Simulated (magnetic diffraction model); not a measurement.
# Magnetic neutron pattern of FeH8S4Cl2

Space group P2_1/c (no. 14), a = 6.7550 Å, b = 7.9980 Å, c = 9.4550 Å, β = 112.23°.

| site | atom | x | y | z |
| --- | --- | --- | --- | --- |
| 2a | Fe | 0 | 1/2 | 1/2 |
| 4e | Cl | 0.3033 | 0.2662 | 0.5714 |
| 4e | S | 0.0211 | 0.4923 | 0.7519 |
| 4e | S | 0.7301 | 0.2083 | 0.4270 |
| 4e | H | 0.3732 | 0.7764 | 0.6964 |
| 4e | H | 0.3674 | 0.7906 | 0.5094 |
| 4e | H | 0.1328 | 0.4222 | 0.8498 |
| 4e | H | 0.9060 | 0.5644 | 0.7919 |

This is a made-up structure (elements placed in a structure type, unrelaxed), so the numbers test the method and describe no known phase.

Only Fe is taken to order (form factors of Fe2+); orders and moment sizes are assumed, and not adapted to the symmetry. Radiation: neutrons of λ = 4.2 Å, 8° to 75°; isotropic B of 0.59 Å² (Fe), 0.62 Å² (Cl), 0.76 Å² (S) and 1.22 Å² (H). Simulated constant-wavelength pattern: nuclear and magnetic terms add, the magnetic one as |2.695 fm × Σ f S⊥ exp(2πi Q·r) exp(−B s²)|², summed over all Q at one angle with the factor 1/(sin²θ cos θ). For collinear order S is the moment m, which repeats by lattice and centring translations R with the sign exp(−2πi k·R). Free-ion form factors, Sears's scattering lengths of 1992, no absorption; a label names one of the reflections at its angle. The strongest nuclear line in the range is 100, and lines under 0.2 are left out.

Assume the order k = (1/2 0 0), collinear moments along [001], 3.48 μB on Fe; signs + at (0, 1/2, 1/2), − at (0, 0, 0).

Q: Where does magnetic intensity appear, and how strong is it?

```
2θ (°)       index  nuclear  magnetic
 27.20  (1/2 0 -1)      0.0       3.1
 36.32   (1/2 1 0)      0.0      32.1
 39.25     (1 0 0)      9.0       0.0
 39.87   (1/2 0 1)      0.0       7.6
 41.67     (0 1 1)    100.0       0.0
 49.96    (1 1 -1)     39.4       0.0
 50.47     (1 1 0)     81.6       0.0
 55.93  (3/2 0 -1)      0.0       5.1
 56.10    (1 0 -2)     60.0       0.0
 57.35     (0 0 2)     64.0       0.0
 62.15  (1/2 1 -2)      0.0       2.8
 63.35     (0 2 0)      1.5       0.0
 65.17    (1 1 -2)     51.3       0.0
 66.33     (0 1 2)     46.8       0.0
 66.46     (1 1 1)     14.6       0.0
 69.23   (3/2 1 0)      0.0       8.6
 70.25  (1/2 2 -1)      0.0       7.1
 74.94  (3/2 1 -2)      0.0       3.4
```

The strongest magnetic line in the range is (1/2 1 0) at 36.32° (32.1). On top of the Lorentz factor, which all lines share, magnetic lines fade with angle because f falls: for Fe2+ it is 0.90, 0.68, 0.45 and 0.15 at sin θ/λ = 0.1, 0.2, 0.3 and 0.5 Å⁻¹, while nuclear lengths stay constant. The order has no net moment.

[Logs are printed without paths, hosts, clocks, repeated set-up lines and the standing remarks that a program may print on its own settings, such as how far it seeks lower states.]
